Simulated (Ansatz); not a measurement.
# Stretching the linear Tc chain

Wanted: energy, moment and open channels of the linear Tc chain from 12 % compression to 30 % stretch.

Program: Ansatz 0.2.0. Level of theory: DFT LDA, plane waves, PAW; relaxation of a chain's period, in the first sound run; inputs show where later runs differ. Results are calculated unless marked as measured.

**1. Starting point**

The cell holds 1 atom: 1 Tc. Cell: a = 7.500 Å, b = 7.500 Å, c = 2.734 Å, α = 90.0°, β = 90.0°, γ = 90.0°. Vacuum lies along a and b. The structure's axis is c.

**2. Relaxing the period**

Band widths follow the bond lengths, so the chain is relaxed first. The atoms and the third cell vector are free; the box across stays fixed as vacuum. Moments are seeded so that a magnetic state can form if it lies lower. A Fermi-Dirac smearing is set since the result may be a metal. The pressure printed is a third of the stress's trace over the whole box, vacuum included; only the stress along the axis is relaxed.

File input.yaml:

```yaml
crystal:
  lattice:
    - [7.5, 0.0, 0.0]
    - [0.0, 7.5, 0.0]
    - [0.0, 0.0, 2.7342]
  atoms:
    - { symbol: Tc, position: [0.5, 0.5, 0.0], spin: 2.0 }
magnetization:
  spin_polarized: true
kpoints:
  mp_grid: { grid: [1, 1, 30] }
scf:
  occupations: { method: fermi_dirac, width: 0.05 }
hamiltonian:
  xc: lda
relax:
  cell: { fix: [a, b, alpha, beta, gamma] }
  max_steps: 60
```

Command:

```bash
$ ansatz run input.yaml --threads 4 --pin off --max-ram 8192MiB --backend cpu --events-out ev --progress --plain --runs-dir out
```

Numbers of over 12 decimals in the logs are rounded to 6 here.

The log of the run:

```text
Engine: ansatz 0.2.0, aarch64-unknown-linux-gnu
Pseudopotentials: kind: paw
Pseudopotential: Tc, paw, valence charge 15, recommended cutoff 500 eV (normal), Tc.paw.azcp
Functional definition: SPW92
  exchange = slater_x
  correlation = pw_c
Crystal: 1 atoms, lattice volume = 153.799 Å³
Basis set: ecut = 500 eV, 3865 PW (Γ)
Bands: 13, of which v1, the nominal top of the filled ones, is band 8 counted from 1 (7 counted from 0)
Symmetry: 16 space group operations
Space group: P4/mmm (ITA 123), of the structure as read, at distance tolerance 5.4e-5 Å
Magnetic group: BNS 123.339 (UNI 999), of the structure as read, at distance tolerance 5.4e-5 Å
k-points: 16 of 30
Non-local potential: Tc, projectors of the file, l = 0: 3, l = 1: 3, l = 2: 2, l = 3: 2
PAW form: soft (Blöchl's): semilocal exchange-correlation on the pseudo side does not see the compensation charge
PAW frozen core: Tc, regenerated for the run's functional, and the local potential with it (the file was generated under x = pbe(κ = 0.804, μ = 0.219515), c = pbe(β = 0.066725))
PAW one-centre angular grid: Tc, 590 points (default); XC on 64 Gauss nodes
Initial density: superposition of atomic densities (neutral atoms: chi_scale 0, normalization atom)
Starting moments: Σ|m| = 2 μB on 1 of 1 site
Initial wavefunctions: pseudopotential atomic-orbital guess
Functional: x = slater, c = lda
SCF iter   1: F=—  HF=-5274.756313 eV  |F-HF|=—  |Δ(HF+E_count)|=         —  Δρ=1.88e-2 (↑1.70e-2 ↓1.88e-2)  dr2=1.33e0  dr2_m=3.21e-1  M=2.467 μB ∫|m|=2.467 μB  β_m=0.30  ethr=3.10e-3  ⟨swp⟩=5.6  Hψ=2246  notcnv=0
Mixer restart at iter 1: flushing history
preconditioner: auto → LDOS  [metal: Δε(μ)=0.034 eV  Ē_g=4.700 eV  σ=0.050 eV  W_gap=0.17  n_scr=12 (ndim 8)  ℏωp=7.9 eV  f_vac=0.616  D(μ)=4.59/eV (n_scr^D=22)]
spin=Collinear: LDOS preconditioning applied to the charge; magnetization (m = ρ↑ − ρ↓) channel mixes plain (no charge-response kernel on spin).
SCF iter   2: F=—  HF=-5274.785855 eV  |F-HF|=—  |Δ(HF+E_count)|=   2.95e-2  Δρ=1.27e-2 (↑1.23e-2 ↓1.27e-2)  dr2=6.57e-1  dr2_m=1.60e-1  M=2.577 μB ∫|m|=2.577 μB  β_m=0.62  ethr=3.10e-3  ⟨swp⟩=2.1  Hψ=785  notcnv=0
SCF iter   3: F=—  HF=-5274.834073 eV  |F-HF|=—  |Δ(HF+E_count)|=   4.82e-2  Δρ=3.83e-3 (↑3.64e-3 ↓3.83e-3)  dr2=5.11e-2  dr2_m=1.28e-2  M=2.913 μB ∫|m|=2.913 μB  β_m=0.81  ethr=3.10e-3  ⟨swp⟩=2.4  Hψ=744  notcnv=0  defer=2
SCF iter   4: F=—  HF=-5274.896071 eV  |F-HF|=—  |Δ(HF+E_count)|=         —  Δρ=6.80e-3 (↑6.80e-3 ↓5.74e-3)  dr2=4.48e-3  dr2_m=5.42e-2  M=3.469 μB ∫|m|=3.469 μB  β_m=0.81  ethr=3.41e-4  ⟨swp⟩=3.0  Hψ=969  notcnv=0  defer=3
Mixer restart at iter 4: flushing history
SCF iter   5: F=—  HF=-5274.894411 eV  |F-HF|=—  |Δ(HF+E_count)|=   1.66e-3  Δρ=2.48e-3 (↑2.48e-3 ↓1.97e-3)  dr2=1.57e-3  dr2_m=6.91e-3  M=3.563 μB ∫|m|=3.563 μB  β_m=0.90  ethr=2.99e-5  ⟨swp⟩=2.5  Hψ=682  notcnv=0  defer=4
SCF iter   6: F=—  HF=-5274.895002 eV  |F-HF|=—  |Δ(HF+E_count)|=   5.91e-4  Δρ=2.13e-4 (↑1.86e-4 ↓2.13e-4)  dr2=1.42e-4  dr2_m=4.55e-5  M=3.601 μB ∫|m|=3.601 μB  β_m=0.95  ethr=1.05e-5  ⟨swp⟩=2.9  Hψ=703  notcnv=0  defer=4
SCF iter   7: F=—  HF=-5274.894979 eV  |F-HF|=—  |Δ(HF+E_count)|=   2.32e-5  Δρ=5.72e-5 (↑5.72e-5 ↓3.34e-5)  dr2=1.05e-5  dr2_m=2.03e-6  M=3.599 μB ∫|m|=3.599 μB  β_m=0.98  ethr=9.47e-7  ⟨swp⟩=1.5  Hψ=476  notcnv=0  defer=4
SCF iter   8: F=—  HF=-5274.894979 eV  |F-HF|=—  |Δ(HF+E_count)|=   1.73e-7  Δρ=1.86e-5 (↑1.86e-5 ↓7.36e-6)  dr2=9.41e-7  dr2_m=1.04e-7  M=3.599 μB ∫|m|=3.599 μB  β_m=0.93  ethr=6.98e-8  ⟨swp⟩=2.3  Hψ=632  notcnv=0  defer=4
SCF iter   9: F=—  HF=-5274.894979 eV  |F-HF|=—  |Δ(HF+E_count)|=   2.35e-7  Δρ=6.16e-6 (↑6.16e-6 ↓4.38e-6)  dr2=4.29e-8  dr2_m=2.77e-8  M=3.599 μB ∫|m|=3.599 μB  β_m=0.91  ethr=6.28e-9  ⟨swp⟩=2.9  Hψ=691  notcnv=0  defer=4
SCF iter  10: F=-5274.894979 eV  HF=-5274.894979 eV  |F-HF|=7.79e-10  |Δ(HF+E_count)|=  4.16e-10  Δρ=1.34e-6 (↑1.34e-6 ↓9.62e-7)  dr2=3.09e-9  dr2_m=1.33e-9  M=3.599 μB ∫|m|=3.599 μB  ethr=2.86e-10  ⟨swp⟩=2.0  Hψ=1409  notcnv=0
SCF 1 converged in 10 iterations: F = -5274.894979 eV  dr2 = 3.09e-9
  greatest PAW one-centre occupation: 0.991 electrons in one spin orbital (limit 2), on the Tc atom at site 0 (counted from 0), in its partial waves of l = 0
relax step   1: F+E_penalty+E_count = -5274.89497855 eV  Δ(F+E_penalty+E_count) = +0.000e0 eV  max|allowed force component| = 0.000e0 eV/Å  Δτ_max = 0.0000 Å  P = -2.167 GPa  Ω = 153.799 Å³  fix = [a, b, alpha, beta, gamma]  reactions: a -0.197, b -0.197 GPa  (10 SCF iters, dr2 threshold 1.00e-7 eV, accepted)
Crystal: 1 atoms, lattice volume = 146.301 Å³
Basis set: ecut = 500 eV, 3745 PW (Γ)
Initial density: handed on by an earlier stage of this run
Starting moments: Σ|m| = 2 μB on 1 of 1 site; this step starts from the density that it was given
Initial wavefunctions: those handed on with the density
iter 1 solved again at ethr=9.83e-5 eV; its pass at ethr=3.10e-3 eV (dr2=1.47e-2 eV) is discarded
SCF iter   1: F=—  HF=-5275.225315 eV  |F-HF|=—  |Δ(HF+E_count)|=         —  Δρ=8.63e-3 (↑8.63e-3 ↓6.84e-3)  dr2=1.57e-2  dr2_m=7.64e-2  M=3.041 μB ∫|m|=3.042 μB  β_m=0.30  ethr=9.83e-5  ⟨swp⟩=1.0  Hψ=2942  notcnv=0
preconditioner: auto → LDOS  [metal: Δε(μ)=0.036 eV  Ē_g=4.921 eV  σ=0.050 eV  W_gap=0.18  n_scr=12 (ndim 8)  ℏωp=8.1 eV  f_vac=0.651  D(μ)=2.81/eV (n_scr^D=12)]
spin=Collinear: LDOS preconditioning applied to the charge; magnetization (m = ρ↑ − ρ↓) channel mixes plain (no charge-response kernel on spin).
SCF iter   2: F=—  HF=-5275.216400 eV  |F-HF|=—  |Δ(HF+E_count)|=   8.92e-3  Δρ=6.58e-3 (↑6.58e-3 ↓5.33e-3)  dr2=7.74e-3  dr2_m=4.55e-2  M=2.989 μB ∫|m|=2.990 μB  β_m=0.65  ethr=9.83e-5  ⟨swp⟩=1.0  Hψ=416  notcnv=0
SCF iter   3: F=—  HF=-5275.212173 eV  |F-HF|=—  |Δ(HF+E_count)|=   4.23e-3  Δρ=8.33e-4 (↑8.33e-4 ↓7.98e-4)  dr2=3.64e-4  dr2_m=6.21e-4  M=2.810 μB ∫|m|=2.811 μB  β_m=0.82  ethr=5.16e-5  ⟨swp⟩=2.2  Hψ=756  notcnv=0
SCF iter   4: F=—  HF=-5275.213283 eV  |F-HF|=—  |Δ(HF+E_count)|=   1.11e-3  Δρ=2.20e-4 (↑2.17e-4 ↓2.20e-4)  dr2=1.32e-5  dr2_m=5.79e-5  M=2.775 μB ∫|m|=2.775 μB  β_m=0.88  ethr=2.43e-6  ⟨swp⟩=2.2  Hψ=648  notcnv=0
SCF iter   5: F=—  HF=-5275.213352 eV  |F-HF|=—  |Δ(HF+E_count)|=   6.92e-5  Δρ=7.44e-5 (↑4.92e-5 ↓7.44e-5)  dr2=8.46e-6  dr2_m=3.03e-6  M=2.763 μB ∫|m|=2.764 μB  β_m=0.88  ethr=8.82e-8  ⟨swp⟩=2.0  Hψ=662  notcnv=0
SCF iter   6: F=—  HF=-5275.213354 eV  |F-HF|=—  |Δ(HF+E_count)|=   2.02e-6  Δρ=1.93e-5 (↑1.63e-5 ↓1.93e-5)  dr2=9.08e-7  dr2_m=1.16e-7  M=2.761 μB ∫|m|=2.762 μB  β_m=0.94  ethr=5.64e-8  ⟨swp⟩=2.3  Hψ=652  notcnv=0
[...]
relax step   4: F+E_penalty+E_count = -5275.98060115 eV  Δ(F+E_penalty+E_count) = -3.984e-1 eV  max|allowed force component| = 0.000e0 eV/Å  Δτ_max = 0.0000 Å  P = -3.272 GPa  Ω = 131.306 Å³  energy of the carried Pulay correction = +1.251e-3 eV  fix = [a, b, alpha, beta, gamma]  reactions: a -0.227, b -0.227 GPa  (15 SCF iters, dr2 threshold 1.00e-7 eV, accepted)
[...]
relax step   5: F+E_penalty+E_count = -5276.31892866 eV  Δ(F+E_penalty+E_count) = -3.383e-1 eV  max|allowed force component| = 0.000e0 eV/Å  Δτ_max = 0.0000 Å  P = -1.630 GPa  Ω = 123.808 Å³  energy of the carried Pulay correction = +1.701e-3 eV  fix = [a, b, alpha, beta, gamma]  reactions: a -0.235, b -0.235 GPa  (8 SCF iters, dr2 threshold 1.00e-7 eV, accepted)
[...]
relax step   6: F+E_penalty+E_count = -5276.34175640 eV  Δ(F+E_penalty+E_count) = -2.283e-2 eV  max|allowed force component| = 0.000e0 eV/Å  Δτ_max = 0.0000 Å  P = +1.178 GPa  Ω = 117.105 Å³  energy of the carried Pulay correction = +2.121e-3 eV  fix = [a, b, alpha, beta, gamma]  reactions: a -0.238, b -0.238 GPa  (8 SCF iters, dr2 threshold 1.00e-7 eV, accepted)
[...]
relax step   7: F+E_penalty+E_count = -5276.37567134 eV  Δ(F+E_penalty+E_count) = -3.391e-2 eV  max|allowed force component| = 0.000e0 eV/Å  Δτ_max = 0.0000 Å  P = -0.131 GPa  Ω = 119.849 Å³  energy of the carried Pulay correction = +1.947e-3 eV  fix = [a, b, alpha, beta, gamma]  reactions: a -0.239, b -0.239 GPa  (8 SCF iters, dr2 threshold 1.00e-7 eV, accepted)
[...]
relax step   8: F+E_penalty+E_count = -5276.37568439 eV  Δ(F+E_penalty+E_count) = -1.306e-5 eV  max|allowed force component| = 0.000e0 eV/Å  Δτ_max = 0.0000 Å  P = -0.158 GPa  Ω = 119.911 Å³  energy of the carried Pulay correction = +1.943e-3 eV  fix = [a, b, alpha, beta, gamma]  reactions: a -0.239, b -0.239 GPa  (6 SCF iters, dr2 threshold 1.78e-8 eV, accepted)
Initial wavefunctions: pseudopotential atomic-orbital guess (no wavefunctions were taken with the density)
iter 1 solved again at ethr=1.74e-7 eV; its pass at ethr=3.10e-3 eV (dr2=2.61e-5 eV) is discarded
SCF iter   1: F=—  HF=-5276.375270 eV  |F-HF|=—  |Δ(HF+E_count)|=         —  Δρ=6.14e-5 (↑6.14e-5 ↓6.14e-5)  dr2=1.88e-6  dr2_m=5.73e-13  M=-0.000 μB ∫|m|=0.000 μB  β_m=0.65  ethr=1.74e-7  ⟨swp⟩=3.8  Hψ=3654  notcnv=0
preconditioner: auto → Resta (q_TF=auto, 1.929 Å⁻¹)  ε∞=2.8  [insulator: Δε(μ)=0.237 eV  Ē_g=6.624 eV  σ=0.050 eV  W_gap=0.76  n_scr=20 (ndim 8)  ℏωp=9.0 eV  f_vac=0.660  D(μ)=1.41/eV (n_scr^D=8)  ε∞_Penn≈2.8  vacuum switching on, ρ_ref=3.2e-3 e/Å³]
spin=Collinear: Resta preconditioning applied to the charge; magnetization (m = ρ↑ − ρ↓) channel mixes plain (no charge-response kernel on spin).
SCF iter   2: F=—  HF=-5276.375270 eV  |F-HF|=—  |Δ(HF+E_count)|=   8.10e-9  Δρ=2.22e-5 (↑2.22e-5 ↓2.22e-5)  dr2=2.45e-7  dr2_m=1.71e-13  M=-0.000 μB ∫|m|=0.000 μB  β_m=0.52  ethr=1.25e-8  ⟨swp⟩=2.1  Hψ=542  notcnv=0
SCF iter   3: F=—  HF=-5276.375271 eV  |F-HF|=—  |Δ(HF+E_count)|=   7.15e-7  Δρ=1.12e-5 (↑1.12e-5 ↓1.12e-5)  dr2=7.90e-8  dr2_m=6.60e-14  M=-0.000 μB ∫|m|=0.000 μB  β_m=0.76  ethr=1.64e-9  ⟨swp⟩=2.4  Hψ=559  notcnv=0
SCF iter   4: F=—  HF=-5276.375272 eV  |F-HF|=—  |Δ(HF+E_count)|=   5.05e-7  Δρ=1.77e-6 (↑1.77e-6 ↓1.77e-6)  dr2=2.14e-8  dr2_m=2.06e-14  M=-0.000 μB ∫|m|=0.000 μB  β_m=0.88  ethr=5.27e-10  ⟨swp⟩=2.6  Hψ=586  notcnv=0
SCF iter   5: F=—  HF=-5276.375272 eV  |F-HF|=—  |Δ(HF+E_count)|=   4.24e-8  Δρ=4.04e-7 (↑4.04e-7 ↓4.02e-7)  dr2=8.17e-10  dr2_m=1.88e-14  M=0.000 μB ∫|m|=0.000 μB  β_m=0.94  ethr=1.43e-10  ⟨swp⟩=2.2  Hψ=629  notcnv=0
SCF iter   6: F=—  HF=-5276.375272 eV  |F-HF|=—  |Δ(HF+E_count)|=   3.62e-9  Δρ=4.60e-8 (↑4.60e-8 ↓4.59e-8)  dr2=1.09e-11  dr2_m=9.57e-16  M=-0.000 μB ∫|m|=0.000 μB  β_m=0.97  ethr=5.45e-12  ⟨swp⟩=2.2  Hψ=635  notcnv=0
SCF iter   7: F=—  HF=-5276.375272 eV  |F-HF|=—  |Δ(HF+E_count)|=  4.18e-11  Δρ=9.59e-9 (↑9.59e-9 ↓9.36e-9)  dr2=1.10e-12  dr2_m=1.54e-16  M=-0.000 μB ∫|m|=0.000 μB  β_m=0.99  ethr=1.00e-12  ⟨swp⟩=1.6  Hψ=456  notcnv=0
SCF iter   8: F=-5276.375272 eV  HF=-5276.375272 eV  |F-HF|=4.55e-12  |Δ(HF+E_count)|=  2.73e-12  Δρ=9.44e-9 (↑9.44e-9 ↓9.38e-9)  dr2=6.85e-13  dr2_m=1.44e-18  M=-0.000 μB ∫|m|=0.000 μB  ethr=1.00e-12  ⟨swp⟩=4.0  Hψ=1429  notcnv=0
the starting moments were not kept: the SCF closed with an absolute magnetisation of 6.5e-10 μB, where they sum to 2 μB in size (1 site). That is at most 0.1 of that sum. Measured as dr2_m measures the in/out step, that magnetisation stands 2.2e-19 eV from none, at or under the dr2_threshold of 1.0e-11 eV: it is no larger than a step whose dr2_m would equal this threshold.
SCF 9 converged in 8 iterations: F = -5276.375272 eV  dr2 = 6.85e-13
relax step   9: F+E_penalty+E_count = -5276.37527165 eV  Δ(F+E_penalty+E_count) = +4.127e-4 eV  max|allowed force component| = 0.000e0 eV/Å  Δτ_max = 0.0000 Å  P = -0.163 GPa  Ω = 119.911 Å³  fix = [a, b, alpha, beta, gamma]  reactions: a -0.243, b -0.243 GPa  stress off target by 5.02e-3 GPa on what of the cell is left free  SCF on the basis re-selected at this cell (its energy is not comparable with the rows above)  (8 SCF iters)
basis re-selected at this cell: Δ(F+E_penalty+E_count) = +4.127e-4 eV, ΔP = -0.005 GPa vs the last step (what re-selecting the basis moved, of the pressure what is left beyond the Pulay correction that the steps carried, after the strain that the cell walked since its last selection, with what the two solves' SCF thresholds leave and, on support functions, any second-order correction that the steps lacked; it is no measure of the basis error at this ecutwfc). The dense FFT grid was sized anew with the basis: this SCF ran on 60×60×16 points, the steps before it on 60×60×20, so part of this shift can come from that change (see relax.cell in the input reference). [rest of the remark cut]
SCF converged after 8 iterations
Magnetization: -0.0000 μB (7.5000 up, 7.5000 down)
Absolute magnetization: 0.0000 μB (∫|ρ↑−ρ↓|, with the PAW one-centre terms)
Spin contamination: 0.0000 ħ² per cell (⟨S²⟩ above its minimum at these occupations)
Per-site moments (μB) at R_I (Å): [(-4.886750882598328e-10, 0.879351)]
Free energy (F): -5276.375272 eV
Harris-Foulkes:  -5276.375272 eV  (|F-HF|=4.55e-12)
Internal energy: -5276.363095 eV  (E = F + TS)
E sigma→0 (E₀):  -5276.369183 eV
Entropy (-TS):   -0.012177 eV (-12.177 meV/atom)
Fermi energy:    -1.819099 eV
--- Per-component energies (eV) ---
  E_band       = -406.816386
  E_kinetic    = 627.421062
  E_local      = -4173.879634  (includes V_loc(G=0)·N_el)
  E_nonlocal   = 294.142501
  E_hartree    = 1629.809366
  E_xc         = -234.095467
  E_vxc        = -289.402039  (∫ρ·V_xc dr)
  E_paw        = -3164.167095  (= ΣΔE_a)
  E_vpaw       = -124.716955  (= ΣTr[D̂ρ^β])
  E_aug_tail   = 0.000007  (compensation charges beyond the density's cutoff)
  E_ewald      = -256.105556
  E_core_change = 0.511721  (= ΣΔE_core)
  E_smearing   = -0.012177  (= −TS)
  E_closure    = -0.000000  (closes the sum)
  Σ components = -5276.375272   (vs F -5276.375272, Δ=0.00e0)
--- Forces (eV/Å), atoms counted from 1 ---
  atom   1  Tc     0.00000000    -0.00000000     0.00000000
  max |Σ_I F_I| component: 1.14e-28 eV/Å
--- Stress (GPa, compression-positive) ---
       -0.242699       0.000000       0.000000
        0.000000      -0.242699       0.000000
        0.000000       0.000000      -0.005022
  P = ⅓ Tr σ = -0.1635 GPa (-1.635 kbar)
--- Relaxed structure (8 steps of the walk, 8 accepted, 1 SCFs on fresh bases) ---
  F+E_penalty+E_count = -5276.37527165 eV   max|allowed force component| = 0.000e0 eV/Å   (the final SCF, on the basis selected at the relaxed cell)
  cell:  # Å, volume = 119.9114 Å³
    - [7.5, 0.0, 0.0]
    - [0.0, 7.5, 0.0]
    - [0.0, 0.0, 2.131759]
  atoms:
    - { symbol: Tc, position: [0.5, 0.5, 0.0] }
```

Wall time 14 s (4 threads of Arm Neoverse V1, shared host); peak memory 0.43 GiB.

Relaxation path:

```tsv
step	energy less that of the first step (eV)	largest force component (eV/Å)	pressure (GPa)	volume (Å³)
1	0.0000	0.0000	-2.17	153.80
2	-0.3184	0.0000	-2.76	146.30
3	-0.6872	0.0000	-2.69	138.80
4	-1.0856	0.0000	-3.27	131.31
5	-1.4240	0.0000	-1.63	123.81
6	-1.4468	0.0000	1.18	117.11
7	-1.4807	0.0000	-0.13	119.85
8	-1.4807	0.0000	-0.16	119.91
9*	-1.4803	0.0000	-0.16	119.91
```

Relaxation steps marked * repeat the geometry before them on a plane-wave basis chosen anew for their cell, so energy and pressure can jump there.

```tsv
cell as run	before	after	change
c (Å)	2.734	2.132	-22.0 %
```

Final coordinates:

```
Tc
1.0
     7.50000    0.00000    0.00000
     0.00000    7.50000    0.00000
     0.00000    0.00000    2.13176
Tc
1
Direct
  0.50000 0.50000 0.00000
```

Numbers from this step:

```yaml
energy_at_zero_smearing: -5276.3692 eV
cell_length_along_the_wire: 2.132 Å
```

The cell's length comes to 2.132 Å with no moment. That is -22 % against the start, more than a small adjustment.

The cell shrank by 22.0 % in its periodic edges.

**3. At a set period, period over the relaxed period 0.88, k-mesh 1×1×43**

This step: DFT LDA, plane waves, PAW; channels and complex bands of a perfect chain (Ansatz 0.2.0).

The period is set to 0.88 times the relaxed one: shorter bonds widen the bands.

The cell differs from the one that the last finished run ended in (c 2.132 → 1.876 Å).

input.yaml, the sections that differ from step 2:

```yaml
crystal:
  lattice:
    - [7.5, 0.0, 0.0]
    - [0.0, 7.5, 0.0]
    - [0.0, 0.0, 1.875947914]
  atoms:
    - { symbol: Tc, position: [0.5, 0.5, 0.0], spin: 2.0 }
kpoints:
  mp_grid: { grid: [1, 1, 43] }
output:
  transmission:
    e_range: [-2, 2]
    de: 0.035
    kmesh: [1, 1]
    reduced_basis: true
    leads: [[0, 0]]
  stress: true
# magnetization, scf, hamiltonian: as in step 2
# relax: removed
```

The log of the run:

```text
[...]
Crystal: 1 atoms, lattice volume = 105.522 Å³
Basis set: ecut = 500 eV, 2727 PW (Γ)
Bands: 13, of which v1, the nominal top of the filled ones, is band 8 counted from 1 (7 counted from 0)
Symmetry: 16 space group operations
[...]
k-points: 22 of 43
[...]
Starting moments: Σ|m| = 2 μB on 1 of 1 site
[...]
SCF iter   1: F=—  HF=-5274.297712 eV  |F-HF|=—  |Δ(HF+E_count)|=         —  Δρ=4.79e-2 (↑2.31e-2 ↓4.79e-2)  dr2=3.10e0  dr2_m=1.05e0  M=0.276 μB ∫|m|=0.277 μB  β_m=0.30  ethr=3.10e-3  ⟨swp⟩=6.6  Hψ=3745  notcnv=0
[...]
SCF iter  10: F=-5275.073554 eV  HF=-5275.073554 eV  |F-HF|=1.82e-12  |Δ(HF+E_count)|=  5.64e-11  Δρ=2.21e-8 (↑2.21e-8 ↓2.06e-8)  dr2=9.13e-13  dr2_m=5.68e-14  M=0.000 μB ∫|m|=0.000 μB  ethr=1.00e-12  ⟨swp⟩=4.9  Hψ=2214  notcnv=0
SCF 1 converged in 10 iterations: F = -5275.073554 eV  dr2 = 9.13e-13
[...]
transmission: 6 of 36 steps passed
transmission: 9 of 36 steps passed
[...]
transmission: 36 of 36 steps passed
SCF converged after 10 iterations
Magnetization: 0.0000 μB (7.5000 up, 7.5000 down)
Absolute magnetization: 0.0000 μB (∫|ρ↑−ρ↓|, with the PAW one-centre terms)
[...]
Per-site moments (μB) at R_I (Å): [(-8.917999111765483e-9, 0.773828514525)]
Free energy (F): -5275.073554 eV
[...]
Internal energy: -5275.062477 eV  (E = F + TS)
E sigma→0 (E₀):  -5275.068015 eV
Entropy (-TS):   -0.011077 eV (-11.077 meV/atom)
Fermi energy:    -1.013260 eV
[...]
--- Stress (GPa, compression-positive) ---
       -0.242500       0.000000       0.000000
        0.000000      -0.242500      -0.000000
        0.000000      -0.000000      36.112643
  P = ⅓ Tr σ = 11.8759 GPa (118.759 kbar)
--- Band table (eV; the first three rows and the last of 44) ---
  k-point 0 ↑: bands = [... 4 lower, -8.5943, -3.6749, -3.6659, -2.9570, 1.0412, 1.0412, 3.2580, 4.2084, ... 1 higher]
  k-point 1 ↑: bands = [... 4 lower, -8.4940, -3.6589, -3.6500, -2.9239, 1.0395, 1.0395, 3.2818, 4.2305, ... 1 higher]
  k-point 2 ↑: bands = [... 4 lower, -8.1996, -3.6110, -3.6022, -2.8231, 1.0279, 1.0279, 3.3531, 4.2969, ... 1 higher]
  k-point 21 ↓: bands = [... 4 lower, -8.1731, -8.1731, 0.4033, 0.4041, 3.6487, 7.3780, 11.4502, 11.4502, ... 1 higher]
--- Transmission ---
  basis      : 593 plane waves across, 3 finite elements along
  points     : 1, standing for a mesh of 1 x 1
  filling    : by the input's occupations and mesh, since the crystals that have channels conduct as metals do. If one of these is a semiconductor, that mesh has misplaced its level
  energies   : 115 from -2.000000 to 1.990000 eV about the Fermi level, 0.035000 eV apart; the leads are filled to 0.000000 eV, and channels, transmission and decay are at -0.005000 eV
  crystal 0  : Tc1, at the sites [0, 0], period 1.8759 Å: whole cells are its period
    offset         : up to 0.0000 Å between an atom of the period and one for which it stands
    filled         : 14.1 meV under the level at which it is neutral
    channels       : 6.000000e0 up, 6.000000e0 down
    conductance    : 8.2646e14 S/m² at 300 K; may be off by some 0.0 % by where its bands' edges are placed, 0.0 % from the distance to neutral
```

Elapsed: 28 s, on 4 threads; peak memory 0.49 GiB.

Numbers from this step:

```yaml
energy_at_zero_smearing: -5275.0680 eV
channels_at_the_energy_nearest_the_fermi_level_spin_up: 6
channels_at_the_energy_nearest_the_fermi_level_spin_down: 6
conductance_of_the_lead_as_this_run_defines_it: 6.000 G₀
band_gap: 0 eV
```

Open channels of the lead against energy, zero at the Fermi level:

```tsv
energy (eV)	spin up	spin down
-2.000	5	5
-1.790	6	6
-1.615	6	6
-1.405	6	6
-1.195	6	6
-0.985	6	6
-0.810	6	6
-0.600	6	6
-0.390	6	6
-0.215	6	6
-0.005	6	6
0.205	6	6
0.415	6	6
0.590	6	6
0.800	6	6
1.010	6	6
1.185	6	6
1.395	6	6
1.605	4	4
1.815	4	4
```

At the computed energy nearest the Fermi level there are 6 spin-up and 6 spin-down channels, and the thermal average gives 6.00 G₀.

(Part 1 of 2 ends here.)

[Logs are printed without paths, hosts, clocks, repeated set-up lines and the standing remarks that a program may print on its own settings, such as how far it seeks lower states.]

[Hosts, paths, dates, database ids (printed as entryN), source tags and the programs' standing remarks are cut or masked in the printed files.]
